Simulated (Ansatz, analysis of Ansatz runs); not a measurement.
## [AlO4]0 centre in alpha-quartz: hyperfine coupling against experiment

Subject: [AlO4]0 centre in alpha-quartz. Wanted: its hyperfine coupling, in one set-up (PBE, 72-site cell, measured lattice, 420 eV, k: the single point 1/4 1/4 1/4 then 2x2x2 shifted 0.5 0.5 0.5, started with the impurity moved along one bond). The model is a cell of 72 host atoms with 1 Si taken out and 1 Al put in. The isotropic coupling follows from the spin density at the nucleus, the nuclear g-factor and the total spin. The measured lattice removes the functional's error in the volume.

Measured beforehand: 17O that bears the hole, isotropic, printed as -26.0 G: -72.86 MHz, by EPR (quoted in “Hybrid functional calculations of the Al impurity in α-quartz: Hole localization and electron paramagnetic resonance parameters”, 2011, Roland Gillen and John Robertson, quoting earlier work (1981)). 27Al, isotropic, printed as -5.8 G: -16.25 MHz, by EPR (quoted in “Hybrid functional calculations of the Al impurity in α-quartz: Hole localization and electron paramagnetic resonance parameters”, 2011, Roland Gillen and John Robertson, quoting earlier work (1981)). The runs below try to reproduce this.

Program: Ansatz 0.2.0. Level of theory: plane-wave PAW DFT, PBE; relaxation of all atoms of a defect supercell. Results are calculated unless marked as measured.

## 1. Set-up

The cell holds 72 atoms: 23 Si, 48 O and 1 Al. Cell: a = 9.833 Å, b = 9.833 Å, c = 10.817 Å, α = 90.0°, β = 90.0°, γ = 120.0°. It derives from SiO2 (space group P3_221). Nearest the centre at fractional (0.265, 0.265, 0.500): Al12 at 0.11 Å, O4 at 1.62 Å, O9 at 1.63 Å, O15 at 1.63 Å, O16 at 1.74 Å, Si1 at 3.05 Å, Si11 at 3.05 Å, Si19 at 3.07 Å.

The host's primitive cell comes from a first run (plane-wave PAW DFT, PBE; relaxation of the host's atoms at the measured cell): vectors of 4.916, 4.916 and 5.408 Å. That is 12.58 Å³ an atom. The supercell is built on it.

## 2. Relaxation, charge 0

Every later number rests on the structure around the defect, so the atoms are relaxed at the host's lattice first.

File relax/input.yaml:

```yaml
relax:
  f_tol: 0.02
  max_steps: 80
  random_displacement: { amplitude: 0.01, seed: 632 }
crystal:
  lattice:
    - [9.83272005, 0.0, 0.0]
    - [-4.91636003, 8.51538535, 0.0]
    - [0.0, 0.0, 10.8168]
  atoms:
    - { symbol: Si, position: [0.232950673, 0.0, 0.333333333] }
    - { symbol: Si, position: [0.0, 0.232950673, 0.166666667] }
    - { symbol: Si, position: [0.267049327, 0.267049327, 0.0] }
    - { symbol: O, position: [0.205096325, 0.137117181, 0.389700302] }
    - { symbol: O, position: [0.362882819, 0.067979144, 0.223033636] }
    - { symbol: O, position: [0.432020856, 0.294903675, 0.056366969] }
    - { symbol: O, position: [0.137117181, 0.205096325, 0.110299698] }
    - { symbol: O, position: [0.067979144, 0.362882819, 0.276966364] }
    - { symbol: O, position: [0.294903675, 0.432020856, 0.443633031] }
    - { symbol: Si, position: [0.232950673, 0.0, 0.833333333] }
    - { symbol: Si, position: [0.0, 0.232950673, 0.666666667] }
    - { symbol: Al, position: [0.275193807, 0.27066631, 0.493352932] }
    - { symbol: O, position: [0.205096325, 0.137117181, 0.889700302] }
    - { symbol: O, position: [0.362882819, 0.067979144, 0.723033636] }
    - { symbol: O, position: [0.432020856, 0.294903675, 0.556366969] }
    - { symbol: O, position: [0.127347558, 0.200751248, 0.618278028] }
    - { symbol: O, position: [0.067979144, 0.362882819, 0.776966364] }
    - { symbol: O, position: [0.294903675, 0.432020856, 0.943633031] }
    - { symbol: Si, position: [0.232950673, 0.5, 0.333333333] }
    - { symbol: Si, position: [0.0, 0.732950673, 0.166666667] }
    - { symbol: Si, position: [0.267049327, 0.767049327, 0.0] }
    - { symbol: O, position: [0.205096325, 0.637117181, 0.389700302] }
    - { symbol: O, position: [0.362882819, 0.567979144, 0.223033636] }
    - { symbol: O, position: [0.432020856, 0.794903675, 0.056366969] }
    - { symbol: O, position: [0.137117181, 0.705096325, 0.110299698] }
    - { symbol: O, position: [0.067979144, 0.862882819, 0.276966364] }
    - { symbol: O, position: [0.294903675, 0.932020856, 0.443633031] }
    - { symbol: Si, position: [0.232950673, 0.5, 0.833333333] }
    - { symbol: Si, position: [0.0, 0.732950673, 0.666666667] }
    - { symbol: Si, position: [0.267049327, 0.767049327, 0.5] }
    - { symbol: O, position: [0.205096325, 0.637117181, 0.889700302] }
    - { symbol: O, position: [0.362882819, 0.567979144, 0.723033636] }
    - { symbol: O, position: [0.432020856, 0.794903675, 0.556366969] }
    - { symbol: O, position: [0.137117181, 0.705096325, 0.610299698] }
    - { symbol: O, position: [0.067979144, 0.862882819, 0.776966364] }
    - { symbol: O, position: [0.294903675, 0.932020856, 0.943633031] }
    - { symbol: Si, position: [0.732950673, 0.0, 0.333333333] }
    - { symbol: Si, position: [0.5, 0.232950673, 0.166666667] }
    - { symbol: Si, position: [0.767049327, 0.267049327, 0.0] }
    - { symbol: O, position: [0.705096325, 0.137117181, 0.389700302] }
    - { symbol: O, position: [0.862882819, 0.067979144, 0.223033636] }
    - { symbol: O, position: [0.932020856, 0.294903675, 0.056366969] }
    - { symbol: O, position: [0.637117181, 0.205096325, 0.110299698] }
    - { symbol: O, position: [0.567979144, 0.362882819, 0.276966364] }
    - { symbol: O, position: [0.794903675, 0.432020856, 0.443633031] }
    - { symbol: Si, position: [0.732950673, 0.0, 0.833333333] }
    - { symbol: Si, position: [0.5, 0.232950673, 0.666666667] }
    - { symbol: Si, position: [0.767049327, 0.267049327, 0.5] }
    - { symbol: O, position: [0.705096325, 0.137117181, 0.889700302] }
    - { symbol: O, position: [0.862882819, 0.067979144, 0.723033636] }
    - { symbol: O, position: [0.932020856, 0.294903675, 0.556366969] }
    - { symbol: O, position: [0.637117181, 0.205096325, 0.610299698] }
    - { symbol: O, position: [0.567979144, 0.362882819, 0.776966364] }
    - { symbol: O, position: [0.794903675, 0.432020856, 0.943633031] }
    - { symbol: Si, position: [0.732950673, 0.5, 0.333333333] }
    - { symbol: Si, position: [0.5, 0.732950673, 0.166666667] }
    - { symbol: Si, position: [0.767049327, 0.767049327, 0.0] }
    - { symbol: O, position: [0.705096325, 0.637117181, 0.389700302] }
    - { symbol: O, position: [0.862882819, 0.567979144, 0.223033636] }
    - { symbol: O, position: [0.932020856, 0.794903675, 0.056366969] }
    - { symbol: O, position: [0.637117181, 0.705096325, 0.110299698] }
    - { symbol: O, position: [0.567979144, 0.862882819, 0.276966364] }
    - { symbol: O, position: [0.794903675, 0.932020856, 0.443633031] }
    - { symbol: Si, position: [0.732950673, 0.5, 0.833333333] }
    - { symbol: Si, position: [0.5, 0.732950673, 0.666666667] }
    - { symbol: Si, position: [0.767049327, 0.767049327, 0.5] }
    - { symbol: O, position: [0.705096325, 0.637117181, 0.889700302] }
    - { symbol: O, position: [0.862882819, 0.567979144, 0.723033636] }
    - { symbol: O, position: [0.932020856, 0.794903675, 0.556366969] }
    - { symbol: O, position: [0.637117181, 0.705096325, 0.610299698] }
    - { symbol: O, position: [0.567979144, 0.862882819, 0.776966364] }
    - { symbol: O, position: [0.794903675, 0.932020856, 0.943633031] }
basis:
  ecutwfc: 420
  xc_grid: 2
hamiltonian:
  xc: pbe
kpoints:
  mp_grid: { grid: [1, 1, 1], shift: [0.25, 0.25, 0.25] }
magnetization:
  spin_polarized: true
  initial_magnetization: 1
  spin_locking: { lock_magnetization: hard }
scf:
  occupations: { method: fermi_dirac, width: 0.01 }
  max_iter: 120
output:
  forces: true
checkpoint:
  write: "../relax.run"
  compress: false
  write_wavefunctions: true
  write_every: 100000
```

Launch:

```console
ansatz run input.yaml --threads 2 --pin off --max-ram 3768MiB --backend cpu --events-out ev --progress --plain --runs-dir out
```

Numbers of over 12 decimals in the logs are rounded to 6 here.

Output:

```text
[... repeated set-up lines and file paths are left out, and long positions are rounded to six places ...]
Engine: ansatz 0.2.0, x86_64-unknown-linux-gnu
Pseudopotentials: kind: paw
Pseudopotential: Si, paw, valence charge 4, recommended cutoff 420 eV (normal), Si.paw.azcp
Pseudopotential: O, paw, valence charge 6, recommended cutoff 420 eV (normal), O.paw.azcp
Pseudopotential: Al, paw, valence charge 3, recommended cutoff 420 eV (normal), Al.paw.azcp
Functional definition: PBE
  parameter kappa = 0.804
  parameter beta = 0.066725
  exchange = pbe_x(kappa = kappa, mu = beta*pi^2/3)
  correlation = pbe_c(beta = beta)
Crystal: 72 atoms, lattice volume = 905.684 Å³
Basis set: ecut = 420 eV, 17821 PW (Γ), exchange–correlation on 144×144×150 points (8 copies of the dense FFT grid, shifted against one another)
Bands: 264, of which v1, the nominal top of the filled ones, is band 192 counted from 1 (191 counted from 0)
Symmetry: 1 space group operations
k-points: 1
Non-local potential: Si, projectors of the file, l = 0: 2, l = 1: 2, l = 2: 2
Non-local potential: O, projectors of the file, l = 0: 2, l = 1: 2, l = 2: 1
Non-local potential: Al, projectors of the file, l = 0: 2, l = 1: 2, l = 2: 1
PAW form: soft (Blöchl's): semilocal exchange-correlation on the pseudo side does not see the compensation charge
PAW one-centre angular grid: Si, 110 points (default); XC on 64 Gauss nodes
PAW one-centre angular grid: O, 110 points (default); XC on 64 Gauss nodes
PAW one-centre angular grid: Al, 110 points (default); XC on 64 Gauss nodes
Initial density: superposition of atomic densities (chi_scale 0.1, normalization cell, long waves kept (reshape's long-wave potential 0.03 eV rms))
Starting moments: Σ|m| = 1 μB on 72 of 72 sites
Initial wavefunctions: pseudopotential atomic-orbital guess
Functional: x = pbe(κ = 0.804, μ = 0.219515), c = pbe(β = 0.066725)
SCF iter   1: F=—  HF=-42515.251655 eV  |F-HF|=—  |Δ(HF+E_count)|=         —  Δρ=6.52e-2 (↑6.52e-2 ↓6.41e-2)  dr2=1.40e2  dr2_m=2.17e-2  M=1.000 μB ∫|m|=1.007 μB  β_m=0.30  ethr=3.10e-3  ⟨swp⟩=6.0  Hψ=2124  notcnv=0  defer=120
preconditioner: auto → Kerker (q_TF=auto, 2.364 Å⁻¹)  [metal: Δε(μ)=0.013 eV  Ē_g=17.881 eV  σ=0.010 eV  W_gap=0.30  n_scr=212 (ndim 8)  ℏωp=24.1 eV  f_vac=0.003  D(μ)=50.68/eV (n_scr^D=502)]
spin=Collinear: Kerker preconditioning applied to the charge; magnetization (m = ρ↑ − ρ↓) channel mixes plain (no charge-response kernel on spin).
SCF iter   2: F=—  HF=-42485.609804 eV  |F-HF|=—  |Δ(HF+E_count)|=    2.96e1  Δρ=3.51e-2 (↑3.51e-2 ↓3.49e-2)  dr2=4.35e1  dr2_m=1.01e-1  M=1.000 μB ∫|m|=1.029 μB  β_m=0.46  ethr=3.10e-3  ⟨swp⟩=2.0  Hψ=978  notcnv=0  defer=136
SCF iter   3: F=—  HF=-42475.281046 eV  |F-HF|=—  |Δ(HF+E_count)|=    1.03e1  Δρ=1.68e-2 (↑1.32e-2 ↓1.68e-2)  dr2=5.18e0  dr2_m=1.67e-1  M=1.000 μB ∫|m|=1.098 μB  β_m=0.59  ethr=3.10e-3  ⟨swp⟩=3.0  Hψ=790  notcnv=0  defer=136
SCF iter   4: F=—  HF=-42475.503629 eV  |F-HF|=—  |Δ(HF+E_count)|=   2.23e-1  Δρ=1.76e-2 (↑6.92e-3 ↓1.76e-2)  dr2=4.90e0  dr2_m=4.06e-1  M=1.000 μB ∫|m|=1.126 μB  β_m=0.55  ethr=1.35e-3  ⟨swp⟩=2.0  Hψ=906  notcnv=0  defer=136
SCF iter   5: F=—  HF=-42475.181580 eV  |F-HF|=—  |Δ(HF+E_count)|=   3.22e-1  Δρ=8.33e-3 (↑1.87e-3 ↓8.33e-3)  dr2=7.40e-1  dr2_m=1.27e-1  M=1.000 μB ∫|m|=1.110 μB  β_m=0.48  ethr=1.28e-3  ⟨swp⟩=2.0  Hψ=910  notcnv=0  defer=136
SCF iter   6: F=—  HF=-42475.150663 eV  |F-HF|=—  |Δ(HF+E_count)|=   3.09e-2  Δρ=4.19e-3 (↑1.41e-3 ↓4.19e-3)  dr2=1.89e-1  dr2_m=2.96e-2  M=1.000 μB ∫|m|=1.098 μB  β_m=0.46  ethr=1.93e-4  ⟨swp⟩=2.0  Hψ=645  notcnv=0  defer=136
SCF iter   7: F=—  HF=-42475.176896 eV  |F-HF|=—  |Δ(HF+E_count)|=   2.62e-2  Δρ=5.14e-3 (↑9.01e-4 ↓5.14e-3)  dr2=2.71e-1  dr2_m=5.28e-2  M=1.000 μB ∫|m|=1.099 μB  β_m=0.52  ethr=4.92e-5  ⟨swp⟩=2.5  Hψ=801  notcnv=0  defer=136
SCF iter   8: F=—  HF=-42475.200631 eV  |F-HF|=—  |Δ(HF+E_count)|=   2.37e-2  Δρ=4.02e-3 (↑7.66e-4 ↓4.02e-3)  dr2=1.98e-1  dr2_m=2.81e-2  M=1.000 μB ∫|m|=1.095 μB  β_m=0.44  ethr=4.92e-5  ⟨swp⟩=2.0  Hψ=692  notcnv=0  defer=136
SCF iter   9: F=—  HF=-42475.199617 eV  |F-HF|=—  |Δ(HF+E_count)|=   1.01e-3  Δρ=2.29e-3 (↑3.00e-4 ↓2.29e-3)  dr2=6.04e-2  dr2_m=1.03e-2  M=1.000 μB ∫|m|=1.091 μB  β_m=0.41  ethr=4.92e-5  ⟨swp⟩=3.0  Hψ=697  notcnv=0  defer=136
SCF iter  10: F=—  HF=-42475.198602 eV  |F-HF|=—  |Δ(HF+E_count)|=   1.01e-3  Δρ=5.49e-4 (↑2.28e-4 ↓5.49e-4)  dr2=4.16e-3  dr2_m=5.65e-4  M=1.000 μB ∫|m|=1.091 μB  β_m=0.40  ethr=1.58e-5  ⟨swp⟩=2.0  Hψ=506  notcnv=0  defer=136
SCF iter  11: F=—  HF=-42475.198294 eV  |F-HF|=—  |Δ(HF+E_count)|=   3.07e-4  Δρ=2.97e-4 (↑1.20e-4 ↓2.97e-4)  dr2=1.20e-3  dr2_m=1.76e-4  M=1.000 μB ∫|m|=1.091 μB  β_m=0.53  ethr=1.09e-6  ⟨swp⟩=2.0  Hψ=468  notcnv=0  defer=136
SCF iter  12: F=—  HF=-42475.198935 eV  |F-HF|=—  |Δ(HF+E_count)|=   6.40e-4  Δρ=1.15e-4 (↑5.28e-5 ↓1.15e-4)  dr2=1.59e-4  dr2_m=1.98e-5  M=1.000 μB ∫|m|=1.090 μB  β_m=0.51  ethr=3.13e-7  ⟨swp⟩=2.0  Hψ=646  notcnv=0  defer=136
SCF iter  13: F=—  HF=-42475.199009 eV  |F-HF|=—  |Δ(HF+E_count)|=   7.40e-5  Δρ=5.13e-5 (↑1.54e-5 ↓5.13e-5)  dr2=2.64e-5  dr2_m=5.45e-6  M=1.000 μB ∫|m|=1.091 μB  β_m=0.64  ethr=4.15e-8  ⟨swp⟩=2.0  Hψ=686  notcnv=0  defer=136
SCF iter  14: F=—  HF=-42475.199027 eV  |F-HF|=—  |Δ(HF+E_count)|=   1.76e-5  Δρ=3.41e-5 (↑8.16e-6 ↓3.41e-5)  dr2=1.19e-5  dr2_m=2.34e-6  M=1.000 μB ∫|m|=1.090 μB  β_m=0.63  ethr=2.61e-9  ⟨swp⟩=3.0  Hψ=1300  notcnv=0
SCF iter  15: F=—  HF=-42475.199028 eV  |F-HF|=—  |Δ(HF+E_count)|=   1.51e-6  Δρ=9.03e-6 (↑3.75e-6 ↓9.03e-6)  dr2=9.54e-7  dr2_m=1.58e-7  M=1.000 μB ∫|m|=1.090 μB  β_m=0.69  ethr=2.61e-9  ⟨swp⟩=3.0  Hψ=1202  notcnv=0
SCF iter  16: F=—  HF=-42475.199028 eV  |F-HF|=—  |Δ(HF+E_count)|=   3.27e-7  Δρ=6.24e-6 (↑1.55e-6 ↓6.24e-6)  dr2=4.91e-7  dr2_m=7.50e-8  M=1.000 μB ∫|m|=1.090 μB  β_m=0.62  ethr=2.49e-10  ⟨swp⟩=2.0  Hψ=919  notcnv=0
SCF iter  17: F=-42475.199028 eV  HF=-42475.199028 eV  |F-HF|=5.83e-8  |Δ(HF+E_count)|=   1.39e-8  Δρ=2.78e-6 (↑5.41e-7 ↓2.78e-6)  dr2=8.93e-8  dr2_m=1.48e-8  M=1.000 μB ∫|m|=1.090 μB  ethr=1.28e-10  ⟨swp⟩=2.0  Hψ=830  notcnv=0
SCF 1 converged in 17 iterations: F = -42475.199028 eV  dr2 = 8.93e-8
  greatest PAW one-centre occupation: 0.873 electrons in one spin orbital (limit 2), on the O atom at site 15 (counted from 0), in its partial waves of l = 0
relax step   1: F+E_penalty+E_count = -42475.19902834 eV  Δ(F+E_penalty+E_count) = +0.000e0 eV  max|allowed force component| = 4.859e0 eV/Å  Δτ_max = 0.0000 Å  (17 SCF iters, dr2 threshold 1.00e-5 eV, accepted)
[...]
relax step   2: F+E_penalty+E_count = -42475.97664241 eV  Δ(F+E_penalty+E_count) = -7.776e-1 eV  max|allowed force component| = 2.721e0 eV/Å  Δτ_max = 0.0565 Å  (10 SCF iters, dr2 threshold 1.00e-4 eV, accepted)
relax step   3: F+E_penalty+E_count = -42476.51802049 eV  Δ(F+E_penalty+E_count) = -5.414e-1 eV  max|allowed force component| = 1.825e-1 eV/Å  Δτ_max = 0.1247 Å  (13 SCF iters, dr2 threshold 1.00e-4 eV, accepted)
relax step   4: F+E_penalty+E_count = -42476.52088425 eV  Δ(F+E_penalty+E_count) = -2.864e-3 eV  max|allowed force component| = 1.421e-1 eV/Å  Δτ_max = 0.0475 Å  (10 SCF iters, dr2 threshold 2.08e-6 eV, accepted)
relax step   5: F+E_penalty+E_count = -42476.52706106 eV  Δ(F+E_penalty+E_count) = -6.177e-3 eV  max|allowed force component| = 5.150e-2 eV/Å  Δτ_max = 0.0238 Å  (11 SCF iters, dr2 threshold 1.26e-6 eV, accepted)
relax step   6: F+E_penalty+E_count = -42476.52806610 eV  Δ(F+E_penalty+E_count) = -1.005e-3 eV  max|allowed force component| = 2.183e-2 eV/Å  Δτ_max = 0.0293 Å  (12 SCF iters, accepted)
[...]
relax step   7: F+E_penalty+E_count = -42476.52814769 eV  Δ(F+E_penalty+E_count) = -8.159e-5 eV  max|allowed force component| = 1.874e-2 eV/Å  Δτ_max = 0.0090 Å  (12 SCF iters, accepted)
NSCF: frozen V_eff on 1 k-points
the band table was solved once a step of the walk had ended and its energy, with any forces and stress, was formed, with the checks that follow a solve (2564 applications of the Hamiltonian). They found nothing against the state; [...]
SCF converged after 12 iterations
Stability checked in part: among states of this total moment the steps that led to this state did not find it unstable. No probe was made; neither looks for a lower state of another moment (fixed_total_moment; see scf.lower_state_search)
Magnetization: 1.0000 μB (192.0000 up, 191.0000 down)
Absolute magnetization: 1.0990 μB (∫|ρ↑−ρ↓|, with the PAW one-centre terms)
Spin contamination: 0.0013 ħ² per cell (⟨S²⟩ above its minimum at these occupations)
Per-site moments (μB) at R_I (Å): [(-0.00083677, 0.665499), (-3.103058856067861e-5, 0.669414), (-6.488542427379273e-5, 0.670105), [... 69 left out ...]
Free energy (F): -42476.528148 eV
Harris-Foulkes:  -42476.528148 eV  (|F-HF|=1.43e-9)
Internal energy: -42476.527710 eV  (E = F + TS)
E sigma→0 (E₀):  -42476.527929 eV
Entropy (-TS):   -0.000438 eV (-0.006 meV/atom)
Fermi energy:    2.638323 (↑ 5.837762, ↓ 2.638323) eV
--- Per-component energies (eV) ---
  E_band       = -1604.736173
  E_kinetic    = 9623.023054
  E_local      = -23152.658538  (includes V_loc(G=0)·N_el)
  E_nonlocal   = 2867.828032
  E_hartree    = 8279.651032
  E_xc         = -4884.360880
  E_vxc        = -5668.970811  (∫ρ·V_xc dr)
  E_paw        = -19899.187111  (= ΣΔE_a)
  E_vpaw       = -1833.383877  (= ΣTr[D̂ρ^β])
  E_aug_tail   = 0.123938  (compensation charges beyond the density's cutoff)
  E_ewald      = -15310.947237
  E_smearing   = -0.000438  (= −TS)
  E_closure    = -0.000000  (closes the sum)
  Σ components = -42476.528148   (vs F -42476.528148, Δ=0.00e0)
--- Forces (eV/Å), atoms counted from 1 ---
  atom   1  Si    -0.00248064    -0.01025651    -0.00249792
  atom   2  Si    -0.01056822    -0.00576003    -0.00662358
  [... 1 atom left out ...]
  atom   4  O      0.00023697    -0.00096037     0.00481330
  [... 4 atoms left out ...]
  atom   9  O      0.00490991     0.00027753    -0.00166028
  [... 1 atom left out ...]
  atom  11  Si    -0.01033891    -0.00605036    -0.00891810
  atom  12  Al    -0.00470544    -0.00406255     0.00001271
  [... 2 atoms left out ...]
  atom  15  O      0.00105065     0.00029842    -0.00009297
  atom  16  O     -0.00206488     0.00471583    -0.00215249
  [... 2 atoms left out ...]
  atom  19  Si    -0.01752022     0.00598790    -0.00144673
  [... 7 atoms left out ...]
  atom  27  O      0.00032996     0.00797731    -0.00381569
  [... 19 atoms left out ...]
  atom  47  Si     0.01024298    -0.00491668     0.01368329
  [... 25 atoms left out ...]
  max |Σ_I F_I| component: 1.11e-6 eV/Å
--- Band table (eV) ---
  k-point 0 ↑: bands = ["-16.6344", "-16.4946", "-16.4655", "-16.4079", [... 256 left out ...] "14.3253", "14.4164", "14.4402", "14.4468"]
  k-point 0 ↓: bands = ["-16.6258", "-16.4832", "-16.4563", "-16.3992", [... 256 left out ...] "14.3340", "14.4246", "14.4496", "14.4549"]
--- Relaxed structure (7 steps of the walk, 7 accepted, 0 SCFs on fresh bases) ---
  F+E_penalty+E_count = -42476.52814769 eV   max|allowed force component| = 1.874e-2 eV/Å
  atoms:
    - { symbol: Si, position: [0.229629, -0.001165, 0.330874] }
    - { symbol: Si, position: [0.001442, 0.233850, 0.167368] }
    [... 1 atom left out ...]
    - { symbol: O, position: [0.200511, 0.137049, 0.380216] }
    [... 4 atoms left out ...]
    - { symbol: O, position: [0.299915, 0.450794, 0.443497] }
    [... 1 atom left out ...]
    - { symbol: Si, position: [-0.001054, 0.230570, 0.669146] }
    - { symbol: Al, position: [0.274069, 0.274236, 0.500126] }
    [... 2 atoms left out ...]
    - { symbol: O, position: [0.450867, 0.299825, 0.555955] }
    - { symbol: O, position: [0.137598, 0.201577, 0.620577] }
    [... 2 atoms left out ...]
    - { symbol: Si, position: [0.231006, 0.506280, 0.331763] }
    [... 7 atoms left out ...]
    - { symbol: O, position: [0.294146, 0.936150, 0.443828] }
    [... 19 atoms left out ...]
    - { symbol: Si, position: [0.506376, 0.231107, 0.667796] }
    [... 25 atoms left out ...]
```

The job ended after 3.1 min (2 threads of Intel Xeon 6975P-C (Granite Rapids), shared host; peak memory 2.7 GiB).

(Continued in part 2 of 2.)

[Logs are printed without paths, hosts, clocks, repeated set-up lines and the standing remarks that a program may print on its own settings, such as how far it seeks lower states.]

[Hosts, paths, dates, database ids (printed as entryN), source tags and the programs' standing remarks are cut or masked in the printed files.]

[For some hosts the program warned that the k-mesh of the response run may be too coarse for force constants and the static dielectric constant; such warnings are not shown here.]
